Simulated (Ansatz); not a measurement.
In doubt: one-shot GW on d or f shells is unsure, so the values of those runs are not to be relied on.

Rows from a G0W0 calculation on LuVO4 (I4_1/a) (Ansatz 0.2.0; G0W0 on r2SCAN, plane waves, PAW; 4×4×4 mesh, 788 empty bands, screening to 190 eV, hard PAW files), in eV. Spin-orbit coupling is left out.

```
row  k  band   start       Σx  Σc at the solution      Vxc
  A  Γ    c2  13.614  -16.410              -6.565  -24.122
  B  Γ    c3  13.831  -16.651              -6.411  -24.213
  C  Γ    v3   9.860  -29.568               4.646  -24.393
  D  Γ    c1  13.165  -15.882              -6.816  -23.825
  E  Γ    v1  10.220  -27.501               4.397  -22.684
  F  Γ    c4  13.910  -17.056              -6.353  -24.569
```

**Question.** Give the quasiparticle energies and the shift of each level.

The quasiparticle equation reads E = start + Σx + Σc(E) − Vxc.

| row | E (eV) | shift (eV) |
| --- | --- | --- |
| A | 14.761 | +1.147 |
| B | 14.981 | +1.150 |
| C | 9.331 | −0.529 |
| D | 14.292 | +1.127 |
| E | 9.800 | −0.420 |
| F | 15.070 | +1.160 |

Limits: not at the basis limit; no spin polarisation; d states lean on the start; no spin-orbit coupling.

[Paths, hosts, dates, memory and timing lines, banners, echoed tables and standing remarks are left out of the program output.]

[Logs are printed without paths, hosts, clocks, repeated set-up lines and the standing remarks that a program may print on its own settings, such as how far it seeks lower states.]

[Runs of the session that timed out or met a known fault of the program may be left out.]

[Cells called generated may have been cut or substituted from an entry of the Crystallography Open Database or the Materials Project.]

[Hosts, paths, dates, database ids (printed as entryN), source tags and the programs' standing remarks are cut or masked in the printed files.]
